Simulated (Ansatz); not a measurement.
## Stack of 1T-SnS2 under Al2SSe , unshifted in a perpendicular field

Aim: how the stack of 1T-SnS2 under Al2SSe , unshifted screens a field along its normal, and what the field does to its bands. A positive field points along +c.

Calculated with Ansatz 0.2.0; plane-wave DFT, PBE-D3(BJ), Ansatz PAW.

The raw output is cut from this account; settings, times and results stay.

## 1. The structure

The cell holds 7 atoms: 3 S, 1 Sn, 1 Se and 2 Al. Cell: a = 3.695 Å, b = 3.695 Å, c = 49.616 Å, α = 90.0°, β = 90.0°, γ = 120.0°. Regions: layer 1: 1T-SnS2, 3 atoms (2 S and 1 Sn); layer 2: Al2SSe, 4 atoms (1 Se, 2 Al and 1 S). Vacuum lies along c.

## 2. Relaxing the slab

The starting cell is a guess, so the in-plane lattice and the atoms are relaxed first, with the slab cut off from its images along the normal.

The input, input.yaml:

```yaml
crystal:
  lattice:
    - [3.6947, 0.0, 0.0]
    - [-1.84735, 3.1997040594, 0.0]
    - [0.0, 0.0, 49.6160418641]
  atoms:
    - { symbol: S, position: [0.6666666667, 0.3333333333, 0.4061186512] }
    - { symbol: Sn, position: [0.0, 0.0, 0.424410788] }
    - { symbol: S, position: [0.3333333333, 0.6666666667, 0.4427029247] }
    - { symbol: Se, position: [0.3333333333, 0.6666666667, 0.5041749786] }
    - { symbol: Al, position: [0.0, 0.0, 0.5281614931] }
    - { symbol: Al, position: [0.0, 0.0, 0.5769360408] }
    - { symbol: S, position: [0.3333333333, 0.6666666667, 0.5938813488] }
  periodic: [true, true, false]
kpoints:
  mp_grid: { grid: [12, 12, 1] }
hamiltonian:
  xc: pbe
  dispersion: d3bj
scf:
  occupations: { method: fermi_dirac, width: 0.05 }
  convergence: { dr2_threshold: 1.0e-09 }
relax:
  f_tol: 0.004
  max_steps: 90
  cell: {}
output:
  write_potential: true
  write_density: true
  volumetric_format: npy
```

The run is started by

```
$ ansatz run input.yaml --threads 4 --pin off --max-ram 6144MiB --backend cpu --events-out ev --progress --plain --runs-dir out
```

The job ended after 2.9 min (4 threads of Arm Neoverse V1, shared host; peak memory 1.1 GiB).

Step by step:

| step | energy less that of the first step (eV) | largest force component (eV/Å) | volume (Å³) |
| --- | --- | --- | --- |
| 1 | 0.0000 | 6.1074 | 586.56 |
| 2 | -1.9291 | 3.8428 | 596.26 |
| 3 | -2.8443 | 2.2469 | 598.45 |
| 4 | -3.3214 | 1.1073 | 597.47 |
| 5 | -3.6450 | 0.6063 | 591.65 |
| 6 | -3.8265 | 0.2129 | 581.56 |
| 7 | -3.9279 | 0.0930 | 572.56 |
| 8 | -3.9477 | 0.0205 | 571.65 |
| 9 | -3.9479 | 0.0112 | 572.00 |
| 10 | -3.9479 | 0.0025 | 572.13 |
| 11* | -3.9472 | 0.0022 | 572.13 |
| 12 | -3.9472 | 0.0019 | 571.83 |
| 13* | -3.9472 | 0.0019 | 571.83 |

Relaxation steps marked * repeat the geometry before them on a plane-wave basis chosen anew for their cell, so energy and pressure can jump there.

The run keeps the 6 symmetry operations that the program found, so distortions that break them were not tested.

| cell as run | before | after | change |
| --- | --- | --- | --- |
| a (Å) | 3.695 | 3.648 | -1.3 % |
| b (Å) | 3.695 | 3.648 | -1.3 % |

The atoms that moved most (Å, along periodic axes as changes of fractional coordinates times the final cell, across vacuum about the mean position):

| atom | dx | dy | dz | length |
| --- | --- | --- | --- | --- |
| S1 | 0.000 | 0.000 | -1.359 | 1.359 |
| S7 | 0.000 | 0.000 | 0.802 | 0.802 |
| Sn2 | 0.000 | 0.000 | -0.777 | 0.777 |
| Al6 | 0.000 | 0.000 | 0.617 | 0.617 |
| Al5 | 0.000 | 0.000 | 0.468 | 0.468 |
| Se4 | 0.000 | 0.000 | 0.445 | 0.445 |
| S3 | 0.000 | 0.000 | -0.195 | 0.195 |

The lattice constant a goes from 3.695 to 3.648 Å.

## 3. Single point, field 0

A sawtooth potential applies the field, turning back in the middle of the vacuum. With the dipole correction the typed value is the field outside the slab. The induced dipole is small, so the SCF threshold is tight.

The cell differs from the one that the last finished run ended in (c 49.616 → 29.478 Å).

The input, input.yaml:

```yaml
crystal:
  lattice:
    - [3.6480057256, 0.0, 0.0]
    - [-1.8240028628, 3.1592656316, 0.0]
    - [0.0, 0.0, 29.4775822458]
  atoms:
    - { symbol: S, position: [0.6666666667, 0.3333333333, 0.3053167633] }
    - { symbol: Sn, position: [0.0, 0.0, 0.3558523078] }
    - { symbol: S, position: [0.3333333333, 0.6666666667, 0.4063897718] }
    - { symbol: Se, position: [0.3333333333, 0.6666666667, 0.5315649655] }
    - { symbol: Al, position: [0.0, 0.0, 0.5727289075] }
    - { symbol: Al, position: [0.0, 0.0, 0.659877032] }
    - { symbol: S, position: [0.3333333333, 0.6666666667, 0.6946832367] }
kpoints:
  mp_grid: { grid: [18, 18, 1] }
  band_path:
    path: [[0, 0, 0], [0.5, 0, 0], [0.33333333, 0.33333333, 0], [0, 0, 0]]
    npoints: 16
hamiltonian:
  xc: pbe
  dispersion: d3bj
scf:
  occupations: { method: fermi_dirac, width: 0.05 }
  convergence: { dr2_threshold: 1.0e-10 }
efield:
  axis: 3
  dipole_correction: true
  ramp_position: 0.97
  ramp_width: 0.06
  amplitude: 0
output:
  dos: { projected: true, e_range: [-6, 5] }
  bader: true
  write_potential: true
  write_density: true
  volumetric_format: npy
  elf: true
```

Run time: 44 s. Hardware: 4 threads; peak memory 0.91 GiB.

Numbers from this step:

```yaml
dipole_along_the_normal: -0.002416 e·Å
gap_along_the_path: 0.7882 eV
smallest_direct_gap_along_the_path: 1.531 eV
step_between_the_vacuum_levels: 0.03792 eV
ionisation_energy_upper_face: 6.013 eV
electron_affinity_upper_face: 5.225 eV
ionisation_energy_lower_face: 5.975 eV
gap_the_smaller_of_path_and_mesh: 0.7882 eV
```

Running mean over a fixed 2.5 Å (it still follows the layers) of the planar mean; the ramp of the sawtooth is left out. Electron's electrostatic potential energy less the Fermi level against z:

| z (Å) | electron's electrostatic potential energy less the Fermi level (eV) |
| --- | --- |
| 4 | 5.52 |
| 5 | 5.52 |
| 6 | 5.50 |
| 7 | 5.02 |
| 8 | 1.39 |
| 9 | -2.78 |
| 10 | -4.57 |
| 11 | -4.56 |
| 12 | -2.74 |
| 13 | 1.35 |
| 14 | 3.46 |
| 15 | 0.0804 |
| 16 | -3.41 |
| 17 | -2.56 |
| 18 | -0.677 |
| 19 | -2.20 |
| 20 | -4.54 |
| 21 | -1.45 |
| 22 | 3.58 |
| 23 | 5.46 |
| 24 | 5.56 |
| 25 | 5.56 |
| 26 | 5.56 |

The density of states has structure finer than the step of the table below, so its rows give means over 0.25 eV. Peaks (eV: height): -5.480: 9.38, -3.630: 9.37, -2.610: 8.00, -1.730: 8.47, -1.640: 8.42, -1.560: 11.6, -0.460: 9.56.

The density of states by energy, zero at the Fermi level of the run, which the smearing sets inside the gap; means over each step:

| energy (eV) | density of states (states/eV a cell) |
| --- | --- |
| -5.75 | 2.51 |
| -5.50 | 5.29 |
| -5.25 | 3.08 |
| -5.00 | 2.51 |
| -4.75 | 1.83 |
| -4.50 | 2.16 |
| -4.25 | 2.44 |
| -4.00 | 3.03 |
| -3.75 | 6.00 |
| -3.50 | 6.25 |
| -3.25 | 5.36 |
| -3.00 | 5.52 |
| -2.75 | 4.83 |
| -2.50 | 5.54 |
| -2.25 | 5.83 |
| -2.00 | 6.05 |
| -1.75 | 5.93 |
| -1.50 | 6.13 |
| -1.25 | 3.88 |
| -1.00 | 2.00 |
| -0.75 | 1.56 |
| -0.50 | 3.26 |
| -0.25 | 0 |
| 0.00 | 0 |
| 0.25 | 0.0341 |
| 0.50 | 0.690 |
| 0.75 | 0.812 |
| 1.00 | 1.01 |
| 1.25 | 1.69 |
| 1.50 | 2.21 |
| 1.75 | 3.53 |
| 2.00 | 1.63 |

Projected DOS per atom over height of the atomic layer and energy from the Fermi level. Layers: S Sn S Se Al Al S from below.

Ten even steps from '0' (0.00 states/eV) to '9' (2.67 states/eV), each cell a mean:
```
0000110
1111121
2320000
1110000
0100000
0000000
0000000
0002112
0002110
2023210
9093100
6064101
3036106
2014117
3132116
3244225
2122113
1110001
1110001
2221000
1114322
0001112
```
Columns: height of the atomic layer (Å) from 9 to 20.5 (not evenly spaced); rows upwards: energy from the Fermi level (eV) from -5.96 to 2.32.

Electronic bands along the path, in eV, zero at the Fermi level of the run, which the smearing sets inside the gap:

| point | band 24 | band 25 | band 26 | band 27 | band 28 | band 29 | band 30 | band 31 |
| --- | --- | --- | --- | --- | --- | --- | --- | --- |
| Γ | -1.30 | -0.77 | -0.77 | -0.66 | 1.30 | 2.67 | 2.73 | 3.64 |
| halfway | -1.86 | -1.48 | -1.29 | -0.49 | 1.39 | 2.64 | 3.56 | 3.82 |
| M | -2.02 | -1.72 | -1.49 | -1.37 | 0.34 | 1.55 | 2.88 | 3.48 |
| halfway | -2.26 | -1.94 | -1.65 | -1.30 | 1.09 | 1.87 | 3.66 | 4.11 |
| K | -2.23 | -1.92 | -1.68 | -1.31 | 1.41 | 1.60 | 3.86 | 4.08 |
| halfway | -2.17 | -2.04 | -1.59 | -0.50 | 1.69 | 3.00 | 4.15 | 4.38 |
| Γ | -1.30 | -0.77 | -0.77 | -0.66 | 1.30 | 2.67 | 2.73 | 3.64 |

ELF in the ca plane at fractional y = 0.667, with atoms of S and Se within 0.2 Å of it. It is the smooth field of the valence electrons, not physical close to the nuclei.

Ten even steps from '0' (0.00) to '9' (0.91), each cell a mean:
```
00000000000000013678875322233210000123445434
00000000000000024688886322211000000001123334
00000000000000013577875322344321000134556544
00000000000000001345553223678875101577888743
00000000000000000112221125888998303898888752
00000000000000000000000026863799404897457752
00000000000000000000000026840499404996136752
00000000000000000000000026875799404898567752
00000000000000000112221125899998202788888752
00000000000000001356654223577774101467788743
```
Columns run along c (16.0 Å, from fractional 0.06 to 0.60 of the cell), rows up along a (3.6 Å). Atoms in or near the plane, at fractional coordinates: S at (0.41, 0.33), Se at (0.53, 0.33).

Valence density in the ca plane at fractional y = 0.667, with atoms of S and Se within 0.2 Å of it. It is the smooth field of the valence electrons, not physical close to the nuclei.

Ten steps, logarithmic in the rise over the least value, from '0' (0 e/Å³) to '9' (33 e/Å³), each cell a mean:
```
00000001111111110000000000000000000000000000
00000001111111100000000000000000000000000000
00000000111111110000000000001100000000011000
00000000011111111110000001111110000000111110
00000000000000122221000011343210000001122221
00000000000000122232100013687310000001232231
00000000000000122122100013798410000001221232
00000000000000123232100012576310000001232221
00000000000000122221000001233210000001122221
00000000011111111110000000111110000000111110
```
Columns run along c (16.0 Å, from fractional 0.20 to 0.74 of the cell), rows up along a (3.6 Å). Atoms in or near the plane, at fractional coordinates: S at (0.41, 0.33), Se at (0.53, 0.33), S at (0.69, 0.33).

Electrostatic potential energy in the ca plane at fractional y = 0.667, with atoms of S and Se within 0.2 Å of it. With pseudopotentials it is smooth inside the atoms' cores, unlike the true potential.

Ten even steps from '0' (-21 eV) to '9' (6 eV), each cell a mean:
```
99999999999999999987776545688999999999887667
99999999999999999987666434688999999999887557
99999999999999999988776545788999999998887667
99999999999999999998887767766789999986557778
99999999999999999999988887520158999851113788
99999999999999999999998887200017999722431589
99999999999999999999999887100007999713541589
99999999999999999999998887300028999732421689
99999999999999999999988877631268999862114788
99999999999999999998887666777789999987667778
```
Columns run along c (16.0 Å, from fractional 0.06 to 0.60 of the cell; values clipped at the 3rd and 97th percentile), rows up along a (3.6 Å). Atoms in or near the plane, at fractional coordinates: S at (0.41, 0.33), Se at (0.53, 0.33).

The gap is 0.79 eV, with the valence edge 6.01 eV and the conduction edge 5.23 eV under the upper vacuum level.

## 4. Single point, field 0.1 V/Å

Changes to input.yaml since step 3:

```diff
@@ -29,6 +29,4 @@
   ramp_width: 0.06
-  amplitude: 0
+  amplitude: 0.1
 output:
-  dos: { projected: true, e_range: [-6, 5] }
-  bader: true
   write_potential: true
@@ -36,2 +34 @@
   volumetric_format: npy
-  elf: true
```

Wall time 24 s (4 threads); peak memory 0.9 GiB; 93 s of CPU time.

The dipole is 0.0712 e·Å, 0.0736 e·Å from its value without field, and the gap 0.630 eV.

## 5. Atoms held, field -0.1 V/Å

Changes to input.yaml since step 4:

```diff
@@ -29,3 +29,3 @@
   ramp_width: 0.06
-  amplitude: 0.1
+  amplitude: -0.1
 output:
```

Run time: 24 s. Hardware: 4 threads; peak memory 0.89 GiB; 93 s of CPU time.

The dipole is -0.0756 e·Å, -0.0732 e·Å from its value without field, and the gap 0.951 eV.

## 6. Atoms held, field 0.2 V/Å

Changes to input.yaml since step 5:

```diff
@@ -29,3 +29,3 @@
   ramp_width: 0.06
-  amplitude: -0.1
+  amplitude: 0.2
 output:
```

The job ended after 25 s (4 threads; peak memory 0.9 GiB; 96 s of CPU time).

The dipole is 0.146 e·Å, 0.148 e·Å from its value without field, and the gap 0.484 eV.

## 7. Atoms held, field -0.2 V/Å

Changes to input.yaml since step 6:

```diff
@@ -29,3 +29,3 @@
   ramp_width: 0.06
-  amplitude: 0.2
+  amplitude: -0.2
 output:
```

Elapsed: 24 s, on 4 threads; peak memory 0.89 GiB; 93 s of CPU time.

The dipole is -0.149 e·Å, -0.146 e·Å from its value without field, and the gap 1.114 eV.

## 8. Atoms held, field 0.35 V/Å

Changes to input.yaml since step 7:

```diff
@@ -29,4 +29,6 @@
   ramp_width: 0.06
-  amplitude: -0.2
+  amplitude: 0.35
 output:
+  dos: { projected: true, e_range: [-6, 5] }
+  bader: true
   write_potential: true
@@ -34 +36,2 @@
   volumetric_format: npy
+  elf: true
```

Run time: 45 s. Hardware: 4 threads; peak memory 0.89 GiB; 3 min of CPU time.

The dipole is 0.262 e·Å, 0.264 e·Å from its value without field, and the gap 0.321 eV.

## 9. Response, atoms held

This step: plane-wave DFT, PBE-D3(BJ), Ansatz PAW; response to a field along the normal, atoms held (Ansatz 0.2.0).

The dipoles give the slope, and the difference of two potentials shows where the field is screened.

This step gave:

- equivalent conductor thickness p/(ε₀AE): 11.53 Å
- distance between the outer atoms: 11.48 Å

Dipole of the cell against applied field:

| applied field (V/Å) | dipole of the cell (e·Å) |
| --- | --- |
| -0.200 | -0.149 |
| -0.100 | -0.0756 |
| 0.000 | -0.00242 |
| 0.100 | 0.0712 |
| 0.200 | 0.146 |
| 0.350 | 0.262 |

Local field over the applied field, running mean. From the potentials at -0.1 and 0.1 V/Å; running mean over 2.5 Å. Table of local field over applied field by z:

| z (Å) | local field over applied field |
| --- | --- |
| 5 | 0.997 |
| 6 | 0.975 |
| 7 | 0.837 |
| 8 | 0.512 |
| 9 | 0.190 |
| 10 | 0.0711 |
| 11 | 0.0686 |
| 12 | 0.167 |
| 13 | 0.401 |
| 14 | 0.475 |
| 15 | 0.274 |
| 16 | 0.0905 |
| 17 | 0.0875 |
| 18 | 0.144 |
| 19 | 0.122 |
| 20 | 0.138 |
| 21 | 0.330 |
| 22 | 0.677 |
| 23 | 0.928 |
| 24 | 0.991 |
| 25 | 0.999 |

The induced electron density oscillates, so the rows of the table below give means over 1 Å (shorter at the two ends). Its distinct maxima (Å: e/Å³ per V/Å): 8.1: 0.00359, 11.1: 9.6e-4, 14.7: 0.00313, 17.7: 9.1e-4, 19.5: 0.00151. Distinct minima: 9.9: -9.5e-4, 12.8: -0.00308, 16.8: -0.00143, 18.6: -0.00116, 21.4: -0.00365.

Electrons, planar mean, per unit field. The induced electron density by z; means over each step:

| z (Å) | induced electron density (e/Å³ per V/Å) |
| --- | --- |
| 5 | 1.3e-5 |
| 6 | 1.3e-4 |
| 7 | 0.00102 |
| 8 | 0.00306 |
| 9 | 0.00120 |
| 10 | -5.2e-4 |
| 11 | 5.1e-4 |
| 12 | -0.00102 |
| 13 | -0.00242 |
| 14 | 0.00101 |
| 15 | 0.00218 |
| 16 | 2.1e-4 |
| 17 | -7.4e-4 |
| 18 | 1.5e-4 |
| 19 | 2.4e-5 |
| 20 | 2.1e-4 |
| 21 | -0.00234 |
| 22 | -0.00223 |
| 23 | -4.1e-4 |
| 24 | -5.0e-5 |
| 25 | -5.7e-6 |

The smaller of the gaps on the path and on the k-mesh, counted as 0 under 0.03 eV. Gap against applied field:

| applied field (V/Å) | gap (eV) |
| --- | --- |
| -0.200 | 1.11 |
| -0.100 | 0.951 |
| 0.000 | 0.788 |
| 0.100 | 0.629 |
| 0.200 | 0.484 |
| 0.350 | 0.321 |

By hand: between -0.1 and 0.1 V/Å the dipole changes by 0.1469 e·Å, a slope of 0.7343 e·Å²/V. A perfect conductor of thickness t has p = ε₀AEt, so t = 180.95 × 0.7343 / 11.525 = 11.53 Å (e/ε₀ = 180.95 V·Å, A in Å²).

The induced dipole is that of a conductor 11.53 Å thick.

## 10. A changed input: efield.amplitude = -0.3 and efield.ramp_width = 0.15

This step: plane-wave DFT, PBE-D3(BJ), Ansatz PAW (Ansatz 0.2.0).

A run with a changed input: it repeats the earlier run at 0.1 V/Å with efield.amplitude from 0.1 to -0.3 and efield.ramp_width from 0.06 to 0.15.

Changes to input.yaml since step 8:

```diff
@@ -28,7 +28,5 @@
   ramp_position: 0.97
-  ramp_width: 0.06
-  amplitude: 0.35
+  ramp_width: 0.15
+  amplitude: -0.3
 output:
-  dos: { projected: true, e_range: [-6, 5] }
-  bader: true
   write_potential: true
@@ -36,2 +34 @@
   volumetric_format: npy
-  elf: true
```

Elapsed: 24 s, on 4 threads; peak memory 0.89 GiB.

This step gave:

* dipole along the normal: -0.2217 e·Å
* gap along the path: 1.275 eV
* smallest direct gap along the path: 1.829 eV
* gap, the smaller of path and mesh: 1.275 eV

The electronic bands at the labelled points (eV, zero at the Fermi level of the run, which the smearing sets inside the gap):

| point | band 24 | band 25 | band 26 | band 27 | band 28 | band 29 | band 30 | band 31 |
| --- | --- | --- | --- | --- | --- | --- | --- | --- |
| Γ | -1.06 | -0.97 | -0.97 | -0.90 | 1.53 | 2.41 | 2.92 | 3.41 |
| halfway | -1.68 | -1.66 | -1.05 | -0.73 | 1.64 | 2.35 | 3.33 | 4.02 |
| M | -2.21 | -1.68 | -1.46 | -1.25 | 0.58 | 1.27 | 2.61 | 3.24 |
| halfway | -2.43 | -1.73 | -1.58 | -1.42 | 1.33 | 1.60 | 3.40 | 3.87 |
| K | -2.36 | -1.65 | -1.58 | -1.57 | 1.34 | 1.65 | 3.61 | 3.81 |
| halfway | -2.26 | -1.80 | -1.38 | -0.74 | 1.94 | 2.73 | 3.89 | 4.14 |
| Γ | -1.06 | -0.97 | -0.97 | -0.90 | 1.53 | 2.41 | 2.92 | 3.41 |

| quantity | this run | earlier run | difference |
| --- | --- | --- | --- |
| dipole along the normal (e·Å) | -0.2217 | 0.07121 | -0.29 |
| gap along the path (eV) | 1.275 | 0.6295 | 0.65 |
| smallest direct gap along the path (eV) | 1.829 | 1.373 | 0.46 |

The applied field differs, and the slope found earlier predicts a dipole of -0.222 e·Å; this run gives -0.222 e·Å, in line with it.

Besides the dipole, what moves beyond 0.01 in its unit (for the dipole 0.5 % and 5e-5 e·Å): gap along the path (+0.645 eV) and smallest direct gap along the path (+0.456 eV).

## 11. Varying the input

Another changed input: it repeats the earlier run at 0.1 V/Å with kpoints.mp_grid.grid from [18, 18, 1] to [9, 9, 1].

Changes to input.yaml since step 10:

```diff
@@ -14,3 +14,3 @@
 kpoints:
-  mp_grid: { grid: [18, 18, 1] }
+  mp_grid: { grid: [9, 9, 1] }
   band_path:
@@ -28,4 +28,4 @@
   ramp_position: 0.97
-  ramp_width: 0.15
-  amplitude: -0.3
+  ramp_width: 0.06
+  amplitude: 0.1
 output:
```

Elapsed: 12 s, on 4 threads; peak memory 0.75 GiB.

| quantity | this run | earlier run | difference |
| --- | --- | --- | --- |
| dipole along the normal (e·Å) | 0.07126 | 0.07121 | 5.2e-5 |
| gap along the path (eV) | 0.6303 | 0.6295 | 7.5e-4 |
| smallest direct gap along the path (eV) | 1.374 | 1.373 | 7.8e-4 |

Nothing in the table moves by 0.01 in its unit (for the dipole 0.5 % and 5e-5 e·Å).

The change did no harm here.

## 12. Results

```
gap without field                          : 0.788 eV
ionisation energy, upper face              : 6.01 eV
electron affinity, upper face              : 5.23 eV
step between the vacuum levels             : 0.0379 eV
equivalent conductor thickness, atoms held : 11.5 Å
```

The induced dipole equals that of a perfect conductor 11.53 Å thick, while the outer atoms lie 11.48 Å apart; an out-of-plane ε follows only once a thickness t is chosen, by 1 − 1/ε = 11.53 Å / t. The two faces differ: the vacuum level above lies 0.04 eV higher than the one below. The gap goes from 0.79 eV to 0.32 eV at 0.35 V/Å. With the field reversed it is 1.11 eV at -0.2 V/Å. Semilocal functionals give gaps that are too small, and excitons are not included. Atoms moved by up to 1.4 Å in the relaxation, so the end structure is to be read from its coordinates and not from the name. Spin-orbit coupling is left out, which matters for the bands of elements this heavy.

[Long decimals in the printed logs are rounded to 6 places.]

[Logs are printed without paths, hosts, clocks, repeated set-up lines and the standing remarks that a program may print on its own settings, such as how far it seeks lower states.]

[Hosts, paths, dates, database ids (printed as entryN), source tags and the programs' standing remarks are cut or masked in the printed files.]

[Maps of the electrostatic potential energy from Ansatz leave out the sawtooth potential of an applied field or a dipole correction, so their vacuum need not be flat; planar profiles and work functions include it.]

[The density of states shown here was stored with 400 of the rows of the run's finer table, so its peaks can read low, often by over a quarter, or be missed, and its means over a window can be off by a tenth or more.]
